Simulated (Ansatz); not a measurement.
# Core levels in a random alloy: Al3Ir (Al on 75 % of the Ir sites, one arrangement)

Wanted: how composition and neighbours shift and broaden the core lines of Al3Ir (Al on 75 % of the Ir sites, one arrangement). Spin–orbit coupling is left out of the bands throughout.

Calculated with Ansatz 0.2.0; DFT, LDA, plane-wave PAW, default files, scalar-relativistic.

**1. The structure**

The cell holds 16 atoms: 12 Al and 4 Ir. Its edges and angles: a = 6.926 Å, b = 6.926 Å, c = 6.926 Å, α = 109.5°, β = 109.5°, γ = 109.5°. It derives from Ir and Al. How the cell was made: random alloy; site: Ir; solute: Al; fraction 0.75; sites picked by the rule 'random', which a small cell need not show; lattice typed at the start.

**2. Relaxation**

Atoms near a foreign or missing neighbour move off the ideal sites, so they are relaxed first.

Input file input.yaml:

```yaml
crystal:
  lattice:
    - [-3.9988454741, 3.9988454741, 3.9988454741]
    - [3.9988454741, -3.9988454741, 3.9988454741]
    - [3.9988454741, 3.9988454741, -3.9988454741]
  atoms:
    - { symbol: Al, position: [0.0, 0.25, 0.75] }
    - { symbol: Al, position: [0.0, 0.5, 0.5] }
    - { symbol: Al, position: [0.0, 0.75, 0.25] }
    - { symbol: Al, position: [0.25, 0.0, 0.75] }
    - { symbol: Al, position: [0.0, 0.0, 0.0] }
    - { symbol: Ir, position: [0.25, 0.25, 0.5] }
    - { symbol: Al, position: [0.25, 0.5, 0.25] }
    - { symbol: Ir, position: [0.5, 0.75, 0.75] }
    - { symbol: Al, position: [0.25, 0.75, 0.0] }
    - { symbol: Al, position: [0.5, 0.0, 0.5] }
    - { symbol: Al, position: [0.5, 0.25, 0.25] }
    - { symbol: Ir, position: [0.75, 0.5, 0.75] }
    - { symbol: Al, position: [0.5, 0.5, 0.0] }
    - { symbol: Al, position: [0.75, 0.75, 0.5] }
    - { symbol: Ir, position: [0.75, 0.0, 0.25] }
    - { symbol: Al, position: [0.75, 0.25, 0.0] }
kpoints:
  mp_grid: { grid: [4, 4, 4] }
scf:
  occupations: { method: fermi_dirac, width: 0.08 }
  n_extra_bands: 16
hamiltonian:
  xc: lda
  pseudopotentials: { kind: paw }
output:
  forces: true
relax:
  f_tol: 0.04
  max_steps: 35
```

The run is started by

```console
> ansatz run input.yaml --threads 4 --pin off --max-ram 14336MiB --backend cpu --events-out ev --progress --plain --runs-dir out
```

Numbers of over 12 decimals in the logs are rounded to 6 here.

What it wrote:

```text
scf.n_extra_bands = 16 over 52 filled bands (N_el = 104.0): the run solves 68 bands
Engine: ansatz 0.2.0, aarch64-unknown-linux-gnu
Pseudopotentials: kind: paw
Pseudopotential: Al, paw, valence charge 3, recommended cutoff 420 eV (normal), Al.paw.azcp
Pseudopotential: Ir, paw, valence charge 17, recommended cutoff 420 eV (normal), Ir.paw.azcp
Functional definition: SPW92
  exchange = slater_x
  correlation = pw_c
Crystal: 16 atoms, lattice volume = 255.778 Å³
Basis set: ecut = 420 eV, 5017 PW (Γ)
Bands: 68, of which v1, the nominal top of the filled ones, is band 52 counted from 1 (51 counted from 0)
Symmetry: 1 space group operations
Space group: P1 (ITA 1), of the structure as read, at distance tolerance 6.3e-5 Å
k-points: 36 of 64 (time reversal used)
Non-local potential: Al, projectors of the file, l = 0: 2, l = 1: 2, l = 2: 1
Non-local potential: Ir, projectors of the file, l = 0: 3, l = 1: 2, l = 2: 2, l = 3: 1
PAW form: soft (Blöchl's): semilocal exchange-correlation on the pseudo side does not see the compensation charge
PAW frozen core: Al, regenerated for the run's functional, and the local potential with it (the file was generated under x = pbe(κ = 0.804, μ = 0.219515), c = pbe(β = 0.066725))
PAW frozen core: Ir, regenerated for the run's functional, and the local potential with it (the file was generated under x = pbe(κ = 0.804, μ = 0.219515), c = pbe(β = 0.066725))
PAW one-centre angular grid: Al, 110 points (default); XC on 64 Gauss nodes
PAW one-centre angular grid: Ir, 590 points (default); XC on 64 Gauss nodes
Initial density: superposition of atomic densities (neutral atoms: chi_scale 0, normalization atom), corrected by the library's trained network
Initial wavefunctions: pseudopotential atomic-orbital guess
Functional: x = slater, c = lda
SCF iter   1: F=—  HF=-52812.661994 eV  |F-HF|=—  |Δ(HF+E_count)|=         —  Δρ=5.80e-3  dr2=1.73e-1  ethr=1.77e-3  ⟨swp⟩=6.3  Hψ=9929  notcnv=0  defer=31
preconditioner: auto → Kerker (q_TF=auto, 2.348 Å⁻¹)  [metal: Δε(μ)=0.016 eV  Ē_g=6.202 eV  σ=0.080 eV  W_gap=0.05  n_scr=54 (ndim 8)  ℏωp=19.7 eV  f_vac=0.000  D(μ)=6.28/eV (n_scr^D=42)]
SCF iter   2: F=—  HF=-52812.647237 eV  |F-HF|=—  |Δ(HF+E_count)|=   1.48e-2  Δρ=3.09e-3  dr2=4.92e-2  ethr=1.66e-4  ⟨swp⟩=1.0  Hψ=2844  notcnv=0  defer=72
SCF iter   3: F=—  HF=-52812.638693 eV  |F-HF|=—  |Δ(HF+E_count)|=   8.54e-3  Δρ=5.75e-4  dr2=2.49e-3  ethr=4.73e-5  ⟨swp⟩=1.6  Hψ=3004  notcnv=0  defer=72
SCF iter   4: F=—  HF=-52812.638071 eV  |F-HF|=—  |Δ(HF+E_count)|=   6.22e-4  Δρ=1.34e-4  dr2=4.42e-5  ethr=2.40e-6  ⟨swp⟩=2.4  Hψ=3225  notcnv=0  defer=72
iter 5 did not close the SCF: its close was put off for the readings that it lacked (scf_convergence_deferred on its scf_iter line)
SCF iter   5: F=-52812.638062 eV  HF=-52812.638063 eV  |F-HF|=1.24e-6  |Δ(HF+E_count)|=   7.41e-6  Δρ=2.84e-5  dr2=2.46e-6  ethr=4.25e-8  ⟨swp⟩=2.5  Hψ=3852  notcnv=0  defer=72
SCF iter   6: F=-52812.638063 eV  HF=-52812.638063 eV  |F-HF|=1.47e-7  |Δ(HF+E_count)|=   4.25e-7  Δρ=6.38e-6  dr2=1.93e-7  ethr=2.36e-9  ⟨swp⟩=1.0  Hψ=6458  notcnv=0
SCF 1 converged in 6 iterations: F = -52812.638063 eV  dr2 = 1.93e-7
  greatest PAW one-centre occupation: 1.000 electrons in one spin orbital (limit 2), on the Ir atom at site 11 (counted from 0), in its partial waves of l = 0
relax step   1: F+E_penalty+E_count = -52812.63806291 eV  Δ(F+E_penalty+E_count) = +0.000e0 eV  max|allowed force component| = 1.556e0 eV/Å  Δτ_max = 0.0000 Å  (6 SCF iters, dr2 threshold 4.00e-5 eV, accepted)
Initial density: handed on by an earlier stage of this run
Initial wavefunctions: those handed on with the density
iter 1 solved again at ethr=6.61e-4 eV; its pass at ethr=3.10e-3 eV (dr2=6.88e-1 eV) is discarded
SCF iter   1: F=—  HF=-52814.118853 eV  |F-HF|=—  |Δ(HF+E_count)|=         —  Δρ=1.19e-2  dr2=6.93e-1  ethr=6.61e-4  ⟨swp⟩=1.0  Hψ=10284  notcnv=0  defer=92
preconditioner: auto → Kerker (q_TF=auto, 2.348 Å⁻¹)  [metal: Δε(μ)=0.014 eV  Ē_g=6.377 eV  σ=0.080 eV  W_gap=0.04  n_scr=54 (ndim 8)  ℏωp=19.7 eV  f_vac=0.000  D(μ)=6.34/eV (n_scr^D=42)]
SCF iter   2: F=—  HF=-52814.028426 eV  |F-HF|=—  |Δ(HF+E_count)|=   9.04e-2  Δρ=6.96e-3  dr2=2.82e-1  ethr=6.61e-4  ⟨swp⟩=1.0  Hψ=2340  notcnv=0  defer=92
SCF iter   3: F=—  HF=-52813.963187 eV  |F-HF|=—  |Δ(HF+E_count)|=   6.52e-2  Δρ=8.21e-4  dr2=2.86e-3  ethr=2.72e-4  ⟨swp⟩=2.7  Hψ=3862  notcnv=0  defer=94
SCF iter   4: F=—  HF=-52813.962342 eV  |F-HF|=—  |Δ(HF+E_count)|=   8.45e-4  Δρ=1.78e-4  dr2=9.01e-5  ethr=2.75e-6  ⟨swp⟩=2.8  Hψ=3807  notcnv=0  defer=108
iter 5 did not close the SCF: its close was put off for the readings that it lacked (scf_convergence_deferred on its scf_iter line)
SCF iter   5: F=-52813.962319 eV  HF=-52813.962322 eV  |F-HF|=3.01e-6  |Δ(HF+E_count)|=   1.94e-5  Δρ=3.65e-5  dr2=5.20e-6  ethr=8.66e-8  ⟨swp⟩=2.1  Hψ=3386  notcnv=0  defer=108
SCF iter   6: F=-52813.962321 eV  HF=-52813.962321 eV  |F-HF|=1.09e-7  |Δ(HF+E_count)|=   9.55e-7  Δρ=7.42e-6  dr2=1.89e-7  ethr=5.00e-9  ⟨swp⟩=1.3  Hψ=6272  notcnv=0
SCF 2 converged in 6 iterations: F = -52813.962321 eV  dr2 = 1.89e-7
relax step   2: F+E_penalty+E_count = -52813.96232136 eV  Δ(F+E_penalty+E_count) = -1.324e0 eV  max|allowed force component| = 5.912e-1 eV/Å  Δτ_max = 0.1969 Å  (6 SCF iters, dr2 threshold 1.00e-4 eV, accepted)
SCF iter   1: F=—  HF=-52814.326990 eV  |F-HF|=—  |Δ(HF+E_count)|=         —  Δρ=7.92e-3  dr2=2.26e-1  ethr=2.89e-3  ⟨swp⟩=3.7  Hψ=6275  notcnv=0  defer=85
preconditioner: auto → Kerker (q_TF=auto, 2.348 Å⁻¹)  [metal: Δε(μ)=0.012 eV  Ē_g=6.427 eV  σ=0.080 eV  W_gap=0.04  n_scr=54 (ndim 8)  ℏωp=19.7 eV  f_vac=0.000  D(μ)=6.23/eV (n_scr^D=42)]
SCF iter   2: F=—  HF=-52814.292912 eV  |F-HF|=—  |Δ(HF+E_count)|=   3.41e-2  Δρ=4.55e-3  dr2=8.76e-2  ethr=2.18e-4  ⟨swp⟩=1.0  Hψ=2844  notcnv=0  defer=110
SCF iter   3: F=—  HF=-52814.271027 eV  |F-HF|=—  |Δ(HF+E_count)|=   2.19e-2  Δρ=6.30e-4  dr2=2.28e-3  ethr=8.42e-5  ⟨swp⟩=2.4  Hψ=3408  notcnv=0  defer=110
SCF iter   4: F=—  HF=-52814.270441 eV  |F-HF|=—  |Δ(HF+E_count)|=   5.85e-4  Δρ=2.08e-4  dr2=1.58e-4  ethr=2.19e-6  ⟨swp⟩=2.4  Hψ=3396  notcnv=0  defer=110
iter 5 did not close the SCF: its close was put off for the readings that it lacked (scf_convergence_deferred on its scf_iter line)
SCF iter   5: F=-52814.270402 eV  HF=-52814.270407 eV  |F-HF|=4.35e-6  |Δ(HF+E_count)|=   3.47e-5  Δρ=3.78e-5  dr2=6.75e-6  ethr=1.52e-7  ⟨swp⟩=2.8  Hψ=3741  notcnv=0  defer=110
SCF iter   6: F=-52814.270405 eV  HF=-52814.270405 eV  |F-HF|=2.35e-7  |Δ(HF+E_count)|=   1.51e-6  Δρ=9.52e-6  dr2=3.82e-7  ethr=6.49e-9  ⟨swp⟩=2.0  Hψ=6767  notcnv=0
SCF 3 converged in 6 iterations: F = -52814.270405 eV  dr2 = 3.82e-7
  greatest PAW one-centre occupation: 1.000 electrons in one spin orbital (limit 2), on the Ir atom at site 7 (counted from 0), in its partial waves of l = 0
relax step   3: F+E_penalty+E_count = -52814.27040497 eV  Δ(F+E_penalty+E_count) = -3.081e-1 eV  max|allowed force component| = 2.689e-1 eV/Å  Δτ_max = 0.1946 Å  (6 SCF iters, dr2 threshold 2.18e-5 eV, accepted)
[...]
relax step   4: F+E_penalty+E_count = -52814.33193293 eV  Δ(F+E_penalty+E_count) = -6.153e-2 eV  max|allowed force component| = 2.167e-1 eV/Å  Δτ_max = 0.2000 Å  (6 SCF iters, dr2 threshold 1.04e-5 eV, accepted)
[...]
relax step   5: F+E_penalty+E_count = -52814.36375814 eV  Δ(F+E_penalty+E_count) = -3.183e-2 eV  max|allowed force component| = 6.556e-2 eV/Å  Δτ_max = 0.0581 Å  (6 SCF iters, dr2 threshold 9.72e-6 eV, accepted)
[...]
relax step   6: F+E_penalty+E_count = -52814.36857208 eV  Δ(F+E_penalty+E_count) = -4.814e-3 eV  max|allowed force component| = 4.272e-2 eV/Å  Δτ_max = 0.0371 Å  (6 SCF iters, accepted)
[...]
relax step   7: F+E_penalty+E_count = -52814.36880332 eV  Δ(F+E_penalty+E_count) = -2.312e-4 eV  max|allowed force component| = 6.369e-2 eV/Å  Δτ_max = 0.0252 Å  (6 SCF iters, accepted)
[...]
relax step   8: F+E_penalty+E_count = -52814.37080472 eV  Δ(F+E_penalty+E_count) = -2.001e-3 eV  max|allowed force component| = 2.229e-2 eV/Å  Δτ_max = 0.0254 Å  (6 SCF iters, dr2 threshold 1.72e-6 eV, accepted)
iter 1 solved again at ethr=3.15e-12 eV; its pass at ethr=3.10e-3 eV (dr2=3.28e-9 eV) is discarded
SCF iter   1: F=—  HF=-52814.370805 eV  |F-HF|=—  |Δ(HF+E_count)|=         —  Δρ=9.86e-7  dr2=3.33e-9  ethr=3.15e-12  ⟨swp⟩=1.0  Hψ=5976  notcnv=0  defer=109
preconditioner: auto → Kerker (q_TF=auto, 2.348 Å⁻¹)  [metal: Δε(μ)=0.011 eV  Ē_g=6.445 eV  σ=0.080 eV  W_gap=0.04  n_scr=54 (ndim 8)  ℏωp=19.7 eV  f_vac=0.000  D(μ)=6.34/eV (n_scr^D=42)]
iter 2 did not close the SCF: its close was put off for the readings that it lacked (scf_convergence_deferred on its scf_iter line)
SCF iter   2: F=-52814.370805 eV  HF=-52814.370805 eV  |F-HF|=7.49e-10  |Δ(HF+E_count)|=  4.51e-10  Δρ=6.26e-7  dr2=1.48e-9  ethr=3.15e-12  ⟨swp⟩=1.0  Hψ=2338  notcnv=0  defer=109
iter 3 did not close the SCF: its close was put off for the readings that it lacked (scf_convergence_deferred on its scf_iter line)
SCF iter   3: F=-52814.370805 eV  HF=-52814.370805 eV  |F-HF|=3.64e-11  |Δ(HF+E_count)|=  2.98e-10  Δρ=7.22e-8  dr2=2.77e-11  ethr=1.42e-12  ⟨swp⟩=2.9  Hψ=3698  notcnv=0  defer=109
iter 4 did not close the SCF: its close was put off for the readings that it lacked (scf_convergence_deferred on its scf_iter line)
SCF iter   4: F=-52814.370805 eV  HF=-52814.370805 eV  |F-HF|=1.46e-11  |Δ(HF+E_count)|=  1.46e-11  Δρ=1.36e-8  dr2=9.46e-13  ethr=1.00e-12  ⟨swp⟩=1.0  Hψ=2338  notcnv=0  defer=109
iter 5 did not close the SCF: its close was put off for the readings that it lacked (scf_convergence_deferred on its scf_iter line)
SCF iter   5: F=-52814.370805 eV  HF=-52814.370805 eV  |F-HF|=2.91e-11  |Δ(HF+E_count)|=  2.91e-11  Δρ=4.10e-9  dr2=8.05e-14  ethr=1.00e-12  ⟨swp⟩=1.0  Hψ=2338  notcnv=0  defer=109
SCF iter   6: F=-52814.370805 eV  HF=-52814.370805 eV  |F-HF|=0.00e0  |Δ(HF+E_count)|=  2.91e-11  Δρ=8.62e-10  dr2=3.02e-15  ethr=1.00e-12  ⟨swp⟩=1.0  Hψ=4930  notcnv=0
SCF 9 converged in 6 iterations: F = -52814.370805 eV  dr2 = 3.02e-15
relax step   9: F+E_penalty+E_count = -52814.37080473 eV  Δ(F+E_penalty+E_count) = -1.004e-9 eV  max|allowed force component| = 2.229e-2 eV/Å  Δτ_max = 0.0000 Å  (6 SCF iters, accepted)
SCF converged after 6 iterations
Free energy (F): -52814.370805 eV
Harris-Foulkes:  -52814.370805 eV  (|F-HF|=0.00e0)
Internal energy: -52814.238905 eV  (E = F + TS)
E sigma→0 (E₀):  -52814.304855 eV
Entropy (-TS):   -0.131900 eV (-8.244 meV/atom)
Fermi energy:    11.355926 eV
--- Per-component energies (eV) ---
  E_band       = -1015.405152
  E_kinetic    = 2772.329398
  E_local      = -10100.333910  (includes V_loc(G=0)·N_el)
  E_nonlocal   = 447.887442
  E_hartree    = 4209.553363
  E_xc         = -1538.271194
  E_vxc        = -1552.143667  (∫ρ·V_xc dr)
  E_paw        = -41132.703244  (= ΣΔE_a)
  E_vpaw       = -1002.251300  (= ΣTr[D̂ρ^β])
  E_aug_tail   = 0.000156  (compensation charges beyond the density's cutoff)
  E_ewald      = -7475.015922
  E_core_change = 2.315007  (= ΣΔE_core)
  E_smearing   = -0.131900  (= −TS)
  E_closure    = -0.000000  (closes the sum)
  Σ components = -52814.370805   (vs F -52814.370805, Δ=0.00e0)
--- Forces (eV/Å), atoms counted from 1 ---
  atom   1  Al    -0.00209802    -0.00364186    -0.00838290
  atom   2  Al    -0.00640024     0.00437325    -0.01278786
  atom   3  Al    -0.00090307    -0.00039147     0.01125417
  atom   4  Al    -0.00078680    -0.00560236     0.00782709
  atom   5  Al     0.00955147    -0.00599427    -0.01121173
  atom   6  Ir     0.01898226     0.01505263     0.00579157
  atom   7  Al    -0.00155406    -0.00890266    -0.00668201
  atom   8  Ir    -0.01494843    -0.02229392     0.00278815
  atom   9  Al     0.00886989     0.00964980     0.00580898
  atom  10  Al    -0.00942707    -0.00572516    -0.01026794
  atom  11  Al    -0.00584009    -0.00137649     0.01083035
  atom  12  Ir     0.00463179     0.01736542    -0.01124657
  atom  13  Al     0.00610668     0.01050060     0.00868974
  atom  14  Al     0.00393226    -0.00748523     0.00576735
  atom  15  Ir    -0.01052009    -0.00289943     0.00079093
  atom  16  Al     0.00040841     0.00737758     0.00103825
  max |Σ_I F_I| component: 7.55e-6 eV/Å
--- Relaxed structure (9 steps of the walk, 9 accepted, 0 SCFs on fresh bases) ---
  F+E_penalty+E_count = -52814.37080473 eV   max|allowed force component| = 2.229e-2 eV/Å
  atoms:
    - { symbol: Al, position: [0.00421649, 0.247918, 0.736044] }
    - { symbol: Al, position: [0.0050297, 0.488117, 0.497902] }
    - { symbol: Al, position: [-0.022041, 0.754851, 0.252077] }
    - { symbol: Al, position: [0.256014, 0.011630, 0.752045] }
    - { symbol: Al, position: [-0.033681, -0.019591, 0.0013813] }
    - { symbol: Ir, position: [0.240637, 0.200877, 0.466812] }
    - { symbol: Al, position: [0.257349, 0.483313, 0.279080] }
    - { symbol: Ir, position: [0.492502, 0.791527, 0.734548] }
    - { symbol: Al, position: [0.263077, 0.751119, -0.00804269] }
    - { symbol: Al, position: [0.505020, 0.015946, 0.511389] }
    - { symbol: Al, position: [0.509668, 0.251631, 0.277231] }
    - { symbol: Ir, position: [0.803801, 0.514985, 0.776595] }
    - { symbol: Al, position: [0.505785, 0.522138, -0.071653] }
    - { symbol: Al, position: [0.742242, 0.748597, 0.513206] }
    - { symbol: Ir, position: [0.715260, -0.017408, 0.276367] }
    - { symbol: Al, position: [0.755121, 0.254349, 0.00501908] }
```

Run time: 90 s. Hardware: 4 threads of Arm Neoverse V1, shared host; peak memory 0.86 GiB.

Step by step:

```csv
step,energy less that of the first step (eV),largest force component (eV/Å)
1,0.0000,1.5556
2,-1.3243,0.5912
3,-1.6323,0.2689
4,-1.6939,0.2167
5,-1.7257,0.0656
6,-1.7305,0.0427
7,-1.7307,0.0637
8,-1.7327,0.0223
9,-1.7327,0.0223
```

The atoms that moved most (Å):

```
atom      dx      dy      dz  length
Al13  -0.221  -0.352   0.398   0.576
Ir15   0.175   0.036  -0.314   0.361
 Ir8   0.134  -0.258   0.198   0.352
Ir12  -0.049   0.262   0.169   0.315
 Ir6  -0.292   0.026  -0.101   0.310
 Al7   0.020   0.212  -0.154   0.263
 Al5   0.062  -0.051  -0.219   0.233
Al11   0.077   0.141  -0.064   0.173
```

Numbers from this step:

- free energy: -52814.3708 eV
- energy at zero smearing: -52814.3049 eV
- smearing term TS: 0.1319 eV
- Fermi energy: 11.36 eV
- symmetry operations: 1

The relaxation ends 108 meV an atom lower, with a largest force component of 0.022 eV/Å.

(Continued in part 2 of 3.)

[Logs are printed without paths, hosts, clocks, repeated set-up lines and the standing remarks that a program may print on its own settings, such as how far it seeks lower states.]

[Hosts, paths, dates, database ids (printed as entryN), source tags and the programs' standing remarks are cut or masked in the printed files.]

[Maps of the electrostatic potential energy from Ansatz leave out the sawtooth potential of an applied field or a dipole correction, so their vacuum need not be flat; work functions include it.]
